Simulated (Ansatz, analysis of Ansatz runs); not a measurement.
# In_Se in monolayer InSe: energy, spin and levels, part 2 of 2

Question: what does In_Se cost in monolayer InSe, which spin state does it take, and where do its states lie against the vacuum level? Model: a cell of 32 host atoms with 1 Se taken out and 1 In put in, with vacuum above and below.

Ansatz 0.2.0; plane-wave PAW DFT, LDA; supercells relaxed in a periodic cell with vacuum, the primitive cell and the final single points with the Coulomb interaction cut along the normal.

So far. Step 4 (Band edges against the vacuum level): No search for the edges ended, so they are those of this mesh alone, and the true gap can be smaller. The valence top lies 5.60 eV and the conduction bottom 3.95 eV below the vacuum level: a gap of 1.65 eV.

## (5) Relaxing the neutral defect

Level of this step: plane-wave PAW DFT, LDA, fully periodic cell with vacuum; relaxation of a defect in a monolayer at fixed charge, a uniform background where charged; PAW set soft_1 (Ansatz).

Atoms start from random displacements, so no symmetry is imposed. The relaxation runs in a plain periodic cell, 17 Å high against 34 Å with the cut-off, with 14 Å between the perfect sheet and its image; that is cheaper, but a defect with a dipole feels the field of its images there. Several total moments are run in turn (0 without spin polarisation, the others held), because an open shell can settle in more than one spin state.

Contents of q0_M1.relax/input.yaml:

```yaml
crystal:
  lattice:
    - [15.86376444, 0.0, 0.0]
    - [-3.96594111, 10.95661188, 0.0]
    - [0.0, 0.0, 17.0]
  atoms:
    - { symbol: In, position: [-0.00110654, -0.00442618, 0.5186026] }
    - { symbol: In, position: [0.05944726, 0.23778903, 0.4813974] }
    - { symbol: Se, position: [0.09996826, 0.39987302, 0.59840654] }
    - { symbol: Se, position: [0.20837246, 0.33348983, 0.40159346] }
    - { symbol: In, position: [-0.00110654, 0.49557382, 0.5186026] }
    - { symbol: In, position: [0.05944726, 0.73778903, 0.4813974] }
    - { symbol: Se, position: [0.09996826, 0.89987302, 0.59840654] }
    - { symbol: Se, position: [0.20837246, 0.83348983, 0.40159346] }
    - { symbol: In, position: [0.24889346, -0.00442618, 0.5186026] }
    - { symbol: In, position: [0.30944726, 0.23778903, 0.4813974] }
    - { symbol: Se, position: [0.34996826, 0.39987302, 0.59840654] }
    - { symbol: In, position: [0.45837246, 0.33348983, 0.40159346] }
    - { symbol: In, position: [0.24889346, 0.49557382, 0.5186026] }
    - { symbol: In, position: [0.30944726, 0.73778903, 0.4813974] }
    - { symbol: Se, position: [0.34996826, 0.89987302, 0.59840654] }
    - { symbol: Se, position: [0.45837246, 0.83348983, 0.40159346] }
    - { symbol: In, position: [0.49889346, -0.00442618, 0.5186026] }
    - { symbol: In, position: [0.55944726, 0.23778903, 0.4813974] }
    - { symbol: Se, position: [0.59996826, 0.39987302, 0.59840654] }
    - { symbol: Se, position: [0.70837246, 0.33348983, 0.40159346] }
    - { symbol: In, position: [0.49889346, 0.49557382, 0.5186026] }
    - { symbol: In, position: [0.55944726, 0.73778903, 0.4813974] }
    - { symbol: Se, position: [0.59996826, 0.89987302, 0.59840654] }
    - { symbol: Se, position: [0.70837246, 0.83348983, 0.40159346] }
    - { symbol: In, position: [0.74889346, -0.00442618, 0.5186026] }
    - { symbol: In, position: [0.80944726, 0.23778903, 0.4813974] }
    - { symbol: Se, position: [0.84996826, 0.39987302, 0.59840654] }
    - { symbol: Se, position: [0.95837246, 0.33348983, 0.40159346] }
    - { symbol: In, position: [0.74889346, 0.49557382, 0.5186026] }
    - { symbol: In, position: [0.80944726, 0.73778903, 0.4813974] }
    - { symbol: Se, position: [0.84996826, 0.89987302, 0.59840654] }
    - { symbol: Se, position: [0.95837246, 0.83348983, 0.40159346] }
basis:
  ecutwfc: 420
  xc_grid: 2
hamiltonian:
  xc: lda
  pseudopotentials: { kind: paw, azcp: { folder: soft_1 }, xc_functional: pbe }
kpoints:
  mp_grid: { grid: [2, 3, 1] }
magnetization:
  spin_polarized: true
  initial_magnetization: 1
  spin_locking: { lock_magnetization: hard }
scf:
  occupations: { method: fixed }
  max_iter: 80
output:
  forces: true
relax:
  f_tol: 0.03
  max_steps: 80
  random_displacement: { amplitude: 0.03, seed: 331 }
```

Launch:

```console
$ ansatz run input.yaml --threads 32 --pin off --max-ram 84787MiB --backend cuda --events-out ev --progress --plain --runs-dir out --max-vram 78GiB
```

Numbers of over 12 decimals in the logs are rounded to 6 here.

The program printed:

```text
[... repeated set-up lines and file paths are left out, and long positions are rounded to six places ...]
[...]
Crystal: 32 atoms, lattice volume = 2954.823 Å³
Basis set: ecut = 420 eV, 57795 PW (Γ), exchange–correlation on 216×160×240 points (8 copies of the dense FFT grid, shifted against one another)
Bands: 278, of which v1, the nominal top of the filled ones, is band 231 counted from 1 (230 counted from 0)
Symmetry: 1 space group operations
k-points: 4 of 6 (time reversal used)
[...]
Starting moments: Σ|m| = 1 μB on 32 of 32 sites
[...]
SCF iter   1: F=—  HF=-173534.104339 eV  |F-HF|=—  |Δ(HF+E_count)|=         —  Δρ=8.86e-3 (↑8.86e-3 ↓8.35e-3)  dr2=1.61e1  dr2_m=5.31e-2  M=1.000 μB ∫|m|=1.009 μB  β_m=0.30  ethr=3.10e-3  ⟨swp⟩=5.8  Hψ=7181  notcnv=0  defer=342
[...]
spin=Collinear: Resta preconditioning applied to the charge; magnetization (m = ρ↑ − ρ↓) channel mixes plain (no charge-response kernel on spin).
SCF iter   2: F=—  HF=-173529.975021 eV  |F-HF|=—  |Δ(HF+E_count)|=    4.13e0  Δρ=5.21e-3 (↑5.21e-3 ↓4.83e-3)  dr2=4.10e0  dr2_m=2.53e-2  M=1.000 μB ∫|m|=1.010 μB  β_m=0.43  ethr=3.10e-3  ⟨swp⟩=3.0  Hψ=2771  notcnv=0  defer=355
[...]
SCF iter  15: F=-173528.851020 eV  HF=-173528.851020 eV  |F-HF|=6.64e-8  |Δ(HF+E_count)|=   1.71e-7  Δρ=1.43e-6 (↑1.43e-6 ↓7.59e-7)  dr2=1.52e-7  dr2_m=2.48e-8  M=1.000 μB ∫|m|=1.063 μB  ethr=8.82e-11  ⟨swp⟩=1.0  Hψ=5662  notcnv=0
SCF 1 converged in 15 iterations: F = -173528.851020 eV  dr2 = 1.52e-7
[...]
relax step   1: F+E_penalty+E_count = -173528.85101990 eV  Δ(F+E_penalty+E_count) = +0.000e0 eV  max|allowed force component| = 1.246e0 eV/Å  Δτ_max = 0.0000 Å  (15 SCF iters, dr2 threshold 2.25e-5 eV, accepted)
[...]
relax step   2: F+E_penalty+E_count = -173529.27723809 eV  Δ(F+E_penalty+E_count) = -4.262e-1 eV  max|allowed force component| = 5.838e-1 eV/Å  Δτ_max = 0.1912 Å  (10 SCF iters, dr2 threshold 9.71e-5 eV, accepted)
relax step   3: F+E_penalty+E_count = -173529.46954211 eV  Δ(F+E_penalty+E_count) = -1.923e-1 eV  max|allowed force component| = 2.219e-1 eV/Å  Δτ_max = 0.1725 Å  (8 SCF iters, dr2 threshold 2.13e-5 eV, accepted)
relax step   4: F+E_penalty+E_count = -173529.55334030 eV  Δ(F+E_penalty+E_count) = -8.380e-2 eV  max|allowed force component| = 2.021e-1 eV/Å  Δτ_max = 0.2000 Å  (9 SCF iters, dr2 threshold 7.11e-6 eV, accepted)
relax step   5: F+E_penalty+E_count = -173529.64387463 eV  Δ(F+E_penalty+E_count) = -9.053e-2 eV  max|allowed force component| = 2.106e-1 eV/Å  Δτ_max = 0.1991 Å  (8 SCF iters, dr2 threshold 5.90e-6 eV, accepted)
relax step   6: F+E_penalty+E_count = -173529.73581253 eV  Δ(F+E_penalty+E_count) = -9.194e-2 eV  max|allowed force component| = 2.871e-1 eV/Å  Δτ_max = 0.1950 Å  (8 SCF iters, dr2 threshold 3.68e-5 eV, accepted)
relax step   7: F+E_penalty+E_count = -173529.79812071 eV  Δ(F+E_penalty+E_count) = -6.231e-2 eV  max|allowed force component| = 1.904e-1 eV/Å  Δτ_max = 0.1958 Å  (7 SCF iters, dr2 threshold 8.24e-5 eV, accepted)
relax step   8: F+E_penalty+E_count = -173529.86316786 eV  Δ(F+E_penalty+E_count) = -6.505e-2 eV  max|allowed force component| = 1.054e-1 eV/Å  Δτ_max = 0.2000 Å  (8 SCF iters, dr2 threshold 1.60e-5 eV, accepted)
relax step   9: F+E_penalty+E_count = -173529.87116001 eV  Δ(F+E_penalty+E_count) = -7.992e-3 eV  max|allowed force component| = 1.351e-1 eV/Å  Δτ_max = 0.2000 Å  (8 SCF iters, dr2 threshold 3.41e-6 eV, accepted)
relax step  10: F+E_penalty+E_count = -173529.88959465 eV  Δ(F+E_penalty+E_count) = -1.843e-2 eV  max|allowed force component| = 4.687e-2 eV/Å  Δτ_max = 0.1104 Å  (7 SCF iters, dr2 threshold 5.59e-6 eV, accepted)
relax step  11: F+E_penalty+E_count = -173529.86516918 eV  Δ(F+E_penalty+E_count) = +2.443e-2 eV  max|allowed force component| = 2.164e-1 eV/Å  Δτ_max = 0.2000 Å  (11 SCF iters, rejected (line search))
relax step  12: F+E_penalty+E_count = -173529.89654353 eV  Δ(F+E_penalty+E_count) = -6.949e-3 eV  max|allowed force component| = 3.046e-2 eV/Å  Δτ_max = 0.0546 Å  (11 SCF iters, accepted)
[...]
relax step  13: F+E_penalty+E_count = -173529.89787934 eV  Δ(F+E_penalty+E_count) = -1.336e-3 eV  max|allowed force component| = 1.453e-2 eV/Å  Δτ_max = 0.0223 Å  (8 SCF iters, accepted)
[...]
--- Relaxed structure (13 steps of the walk, 12 accepted, 0 SCFs on fresh bases) ---
  F+E_penalty+E_count = -173529.89787934 eV   max|allowed force component| = 1.453e-2 eV/Å
  atoms:
    - { symbol: In, position: [-0.002742, -0.008370, 0.526120] }
    - { symbol: In, position: [0.060986, 0.236651, 0.493686] }
    - { symbol: Se, position: [0.090458, 0.398507, 0.610785] }
    - { symbol: Se, position: [0.209720, 0.343985, 0.417729] }
    - { symbol: In, position: [-0.004308, 0.494273, 0.522468] }
    - { symbol: In, position: [0.059891, 0.738137, 0.487737] }
    - { symbol: Se, position: [0.099750, 0.897541, 0.605759] }
    - { symbol: Se, position: [0.209416, 0.838721, 0.410228] }
    - { symbol: In, position: [0.249318, 0.005509, 0.525845] }
    - { symbol: In, position: [0.318473, 0.254584, 0.494492] }
    - { symbol: Se, position: [0.341515, 0.405594, 0.621024] }
    - { symbol: In, position: [0.471657, 0.369504, 0.393934] }
    - { symbol: In, position: [0.242449, 0.501152, 0.536899] }
    - { symbol: In, position: [0.307655, 0.741760, 0.493349] }
    - { symbol: Se, position: [0.365365, 0.923753, 0.596101] }
    - { symbol: Se, position: [0.449608, 0.806083, 0.402769] }
    - { symbol: In, position: [0.503896, -0.001755, 0.500168] }
    - { symbol: In, position: [0.566108, 0.217592, 0.423134] }
    - { symbol: Se, position: [0.579597, 0.363846, 0.554887] }
    - { symbol: Se, position: [0.731752, 0.330059, 0.379662] }
    - { symbol: In, position: [0.483554, 0.505238, 0.537051] }
    - { symbol: In, position: [0.558788, 0.741491, 0.493175] }
    - { symbol: Se, position: [0.603315, 0.920751, 0.597406] }
    - { symbol: Se, position: [0.700906, 0.823388, 0.403678] }
    - { symbol: In, position: [0.751863, -0.007154, 0.516143] }
    - { symbol: In, position: [0.817069, 0.232555, 0.474973] }
    - { symbol: Se, position: [0.839258, 0.393186, 0.591255] }
    - { symbol: Se, position: [0.970006, 0.335605, 0.404588] }
    - { symbol: In, position: [0.741722, 0.481167, 0.500270] }
    - { symbol: In, position: [0.806232, 0.729314, 0.479351] }
    - { symbol: Se, position: [0.844425, 0.887140, 0.599015] }
    - { symbol: Se, position: [0.959018, 0.833863, 0.406530] }
```

The job ended after 32 s (1 × NVIDIA GB200 with 32 threads of Arm Neoverse V2, shared host; peak memory 2.1 GiB).

In the next tables energies count from the displaced start, and moves from the positions in the input.

Relaxation path:

```tsv
step	energy less that of the first step (eV)	largest force component (eV/Å)
1	0.0000	1.2465
2	-0.4262	0.5838
3	-0.6185	0.2219
4	-0.7023	0.2021
5	-0.7929	0.2106
6	-0.8848	0.2871
7	-0.9471	0.1904
8	-1.0121	0.1054
9	-1.0201	0.1351
10	-1.0386	0.0469
11	-1.0141	0.2164
12	-1.0455	0.0305
13	-1.0469	0.0145
```

Relaxation step 11 was tried and not accepted.

The atoms that moved most (Å, from the sites as typed, ahead of the random displacement, the mean shift of all atoms taken out):

```tsv
atom	dx	dy	dz	length
In18	0.189	-0.221	-0.991	1.033
Se19	-0.177	-0.395	-0.740	0.857
Se20	0.388	-0.038	-0.373	0.539
In21	-0.278	0.106	0.314	0.432
In12	0.071	0.395	-0.130	0.422
Se11	-0.153	0.063	0.384	0.419
In29	-0.053	-0.158	-0.312	0.353
In13	-0.121	0.061	0.311	0.339
```

The relaxed structure:

```xyz
32
Lattice="15.8638 0.0000 0.0000 -3.9659 10.9566 0.0000 0.0000 0.0000 17.0000" Properties=species:S:1:pos:R:3
In   -0.0103   -0.0917    8.9440
In    0.0290    2.5929    8.3927
Se   -0.1454    4.3663   10.3833
Se    1.9627    3.7689    7.1014
In   -2.0286    5.4155    8.8820
In   -1.9773    8.0875    8.2916
Se   -1.9772    9.8340   10.2979
Se   -0.0041    9.1895    6.9739
In    3.9333    0.0604    8.9393
In    4.0425    2.7893    8.4063
Se    3.8092    4.4439   10.5573
In    6.0169    4.0485    6.6968
In    1.8586    5.4909    9.1273
In    1.9389    8.1272    8.3870
Se    2.1326   10.1212   10.1337
Se    3.9356    8.8319    6.8471
In    8.0007   -0.0192    8.5029
In    8.1177    2.3840    7.1932
Se    7.7516    3.9866    9.4331
Se   10.2993    3.6163    6.4542
In    5.6672    5.5357    9.1299
In    5.9238    8.1242    8.3839
Se    5.9191   10.0883   10.1560
Se    7.8536    9.0216    6.8626
In   11.9557   -0.0783    8.7744
In   12.0395    2.5481    8.0745
Se   11.7545    4.3080   10.0513
Se   14.0570    3.6771    6.8780
In    9.8582    5.2720    8.5046
In    9.8974    7.9908    8.1489
Se    9.8773    9.7200   10.1832
Se   11.9066    9.1363    6.9110
```

The atoms nearest to the centre after the run:

```tsv
atom	distance (Å)
In12	0.421
In18	2.540
In10	2.622
In21	2.987
Se19	3.186
Se4	3.997
Se20	4.367
Se11	4.372
```

All neutral relaxations:

```tsv
moment (μB)	filling	outcome	structures computed	largest displacement from the input (Å)	added thickness (Å)	time
1	fixed	converged	13	1.03	0.76	32 s
3	smeared	converged	6	0.58	0.66	17 s
```

With the common shift of the atoms taken out, the largest displacement is 1.03 Å, and the sheet with its defect is 0.76 Å thicker than the perfect one.

## (6) Energies and states on the vacuum scale

Single points with the cut-off give energies without the images along the normal, and levels against the vacuum; the images in the plane remain.

The cell differs from the one that the last finished run ended in (c 17.000 → 34.000 Å).

Contents of q0_M1.point.lda/input.yaml:

```yaml
crystal:
  lattice:
    - [15.86376444, 0.0, 0.0]
    - [-3.96594111, 10.95661188, 0.0]
    - [0.0, 0.0, 34.0]
  atoms:
    - { symbol: In, position: [-0.00274202, -0.00837025, 0.51306022] }
    - { symbol: In, position: [0.06098615, 0.2366509, 0.49684301] }
[... 1 atom line left out ...]
    - { symbol: Se, position: [0.20971995, 0.34398479, 0.45886452] }
[... 5 atom lines left out ...]
    - { symbol: In, position: [0.31847315, 0.25458388, 0.49724622] }
[... 1 atom line left out ...]
    - { symbol: In, position: [0.47165688, 0.36950363, 0.44696701] }
[... 5 atom lines left out ...]
    - { symbol: In, position: [0.56610835, 0.21759196, 0.46156696] }
    - { symbol: Se, position: [0.57959669, 0.36384578, 0.52744328] }
[... 1 atom line left out ...]
    - { symbol: In, position: [0.48355441, 0.50523802, 0.51852564] }
[... 10 atom lines left out ...]
    - { symbol: Se, position: [0.95901802, 0.83386263, 0.45326523] }
  periodic: [true, true, false]
basis:
  ecutwfc: 420
  xc_grid: 2
hamiltonian:
  xc: lda
  pseudopotentials: { kind: paw, azcp: { folder: soft_1 }, xc_functional: pbe }
kpoints:
  mp_grid: { grid: [2, 3, 1] }
magnetization:
  spin_polarized: true
  initial_magnetization: 1
  spin_locking: { lock_magnetization: hard }
scf:
  occupations: { method: fixed }
  max_iter: 80
output:
  forces: true
  eigenvalues: true
  eigenstates: { localisation: true }
  populations: true
  band_densities: [{ bands: [v1, v1] }, { bands: [c1, c1] }]
  write_density: true
  write_potential: true
  volumetric_format: npy
checkpoint:
  write: "../q0_M1.point.lda.run"
  compress: false
  write_wavefunctions: false
  write_every: 100000
```

The program printed:

```text
[...]
Crystal: 32 atoms, lattice volume = 5909.646 Å³
Basis set: ecut = 420 eV, 115531 PW (Γ), exchange–correlation on 216×160×480 points (8 copies of the dense FFT grid, shifted against one another)
Bands: 278, of which v1, the nominal top of the filled ones, is band 231 counted from 1 (230 counted from 0)
[...]
k-points: 4 of 6 (time reversal used)
[...]
SCF iter   2: F=—  HF=-173530.739733 eV  |F-HF|=—  |Δ(HF+E_count)|=    4.24e0  Δρ=3.44e-3 (↑3.44e-3 ↓3.21e-3)  dr2=3.33e0  dr2_m=2.79e-2  M=1.000 μB ∫|m|=1.011 μB  β_m=0.41  ethr=3.10e-3  ⟨swp⟩=3.0  H [...]
[...]
SCF iter   6: F=—  HF=-173529.898030 eV  |F-HF|=—  |Δ(HF+E_count)|=   4.24e-3  Δρ=1.67e-4 (↑1.67e-4 ↓1.60e-4)  dr2=6.89e-3  dr2_m=1.22e-4  M=1.000 μB ∫|m|=1.050 μB  β_m=0.40  ethr=1.09e-5  ⟨swp⟩=4.2   [...]
[...]
SCF iter  16: F=-173529.897254 eV  HF=-173529.897254 eV  |F-HF|=7.57e-10  |Δ(HF+E_count)|=   3.55e-9  Δρ=9.04e-8 (↑7.99e-8 ↓9.04e-8)  dr2=1.79e-9  dr2_m=2.90e-10  M=1.000 μB ∫|m|=1.056 μB  β_m=0.45  e [...]
[...]
SCF 1 converged in 17 iterations: F = -173529.897254 eV  dr2 = 1.04e-10
[...]
SCF converged after 17 iterations
[...]
--- Löwdin populations: 32 sites ---
[...]
spilling = 0.002568 (of n_electrons = 461.000000)
--- Band densities, each state counted as filled ---
[...]
```

Run time: 27 s. Hardware: 1 × NVIDIA GB200 with 32 threads; peak memory 7.5 GiB.

With the cut-off the largest force on the relaxed structure is 0.018 eV/Å, so the structure stays at rest.

States next to the filling edge at the first k-point, on the run's own zero (eigenstates.tsv). The participation number counts the atoms that a state is spread over, of 32; bands count from 0.

```tsv
spin	band	energy (eV)	occupation	participation	largest share on	share
down	224	-6.491	1.00	18.7	Se3	0.09
down	225	-6.277	1.00	11.1	Se23	0.11
down	226	-6.152	1.00	17.9	Se16	0.11
down	227	-5.901	1.00	21.2	Se4	0.10
down	228	-5.658	1.00	21.7	Se32	0.08
down	229	-5.325	1.00	11.7	In12	0.19
down	230	-4.675	0.00	8.3	In12	0.27
down	231	-3.866	0.00	21.6	In12	0.10
down	232	-3.844	0.00	17.2	In18	0.12
down	233	-3.427	0.00	19.0	In30	0.11
down	234	-3.371	0.00	25.1	In21	0.08
up	225	-6.290	1.00	11.1	Se8	0.11
up	226	-6.183	1.00	17.9	Se16	0.11
up	227	-5.926	1.00	21.4	Se4	0.11
up	228	-5.675	1.00	21.2	Se32	0.08
up	229	-5.400	1.00	11.8	In12	0.19
up	230	-4.876	1.00	8.6	In12	0.27
up	231	-3.911	0.00	12.4	In12	0.19
up	232	-3.870	0.00	25.3	In18	0.09
up	233	-3.453	0.00	21.2	In30	0.08
up	234	-3.395	0.00	25.9	In21	0.07
up	235	-3.330	0.00	25.5	Se8	0.06
```

Under LDA at the first k-point of a 2×3×1 Γ-centred mesh, the highest filled state is spin up, spread over 9 of 32 atoms, and the lowest empty one, 0.20 eV above it, is spin down, spread over 8 of 32 atoms.

The largest moments in the atoms' spheres: In12 0.09, In10 0.05, In9 0.04, Se7 0.04, Se23 0.03, Se15 0.02 μB.

Formation energy from total energies, with Se (trigonal (grey) selenium) and In (body-centred tetragonal) as references:

```tsv
total moment (μB)	formation energy (eV)
1	2.95
3	3.55
```

At the limits that the elements set: 2.25 eV (In-rich) and 3.65 eV (Se-rich); other compounds of these elements are not counted.

Levels in the gap that spread over about a quarter of the atoms at most (wider ones, and those within about 0.1 eV of an edge, are left out):

```tsv
spin	occupation	above the perfect sheet's valence top (eV)	atoms it spreads over
down	0.00	0.92	8.3
up	1.00	0.72	8.6
```

## (7) What came out

```
valence top of the perfect sheet below vacuum                               : 5.60 eV
gap of the perfect sheet (LDA), on this mesh alone                          : 1.65 eV
largest displacement, common shift taken out                                : 1.03 Å
atoms nearest to the centre                                                 : In 0.42, In 2.54, In 2.62, In 2.99, Se 3.19, Se 4.00 Å
formation energy, elements as references (LDA)                              : 2.95 eV
moment of the lowest state among those obtained                             : 1 μB
levels over 0.1 eV inside the gap, on about a quarter of the atoms or fewer : 2
further levels over 0.1 eV inside the gap, spread wider                     : 2
```

Under LDA the neutral defect costs 2.95 eV against the perfect sheet and the elements' reference phases, lowest with the moment held at 1 μB; the state with 3 μB lies 0.59 eV higher. The two ended in unlike structures (atoms up to 0.9 Å apart), and neither moment was tried on the other's structure, so this difference is not that of the spin alone. 2 localised Kohn–Sham levels lie inside the gap, counting those on about a quarter of the atoms or fewer and clear of the band edges; the highest filled one is 0.72 eV above the valence top; the lowest empty one is 0.73 eV below the conduction bottom. 2 more levels lie inside the gap, spread over more atoms. Keep in mind: the images lie 11.7 Å apart in the plane; semilocal functionals make the gap too small and spread bound carriers; Kohn–Sham levels are not transition levels, and excitons, strong in sheets, are left out; a free-standing sheet, no substrate.

[Logs are printed without paths, hosts, clocks, repeated set-up lines and the standing remarks that a program may print on its own settings, such as how far it seeks lower states.]

[Hosts, paths, dates, database ids (printed as entryN), source tags and the programs' standing remarks are cut or masked in the printed files.]

[Maps of the electrostatic potential energy from Ansatz leave out the sawtooth potential of an applied field or a dipole correction, so their vacuum need not be flat.]
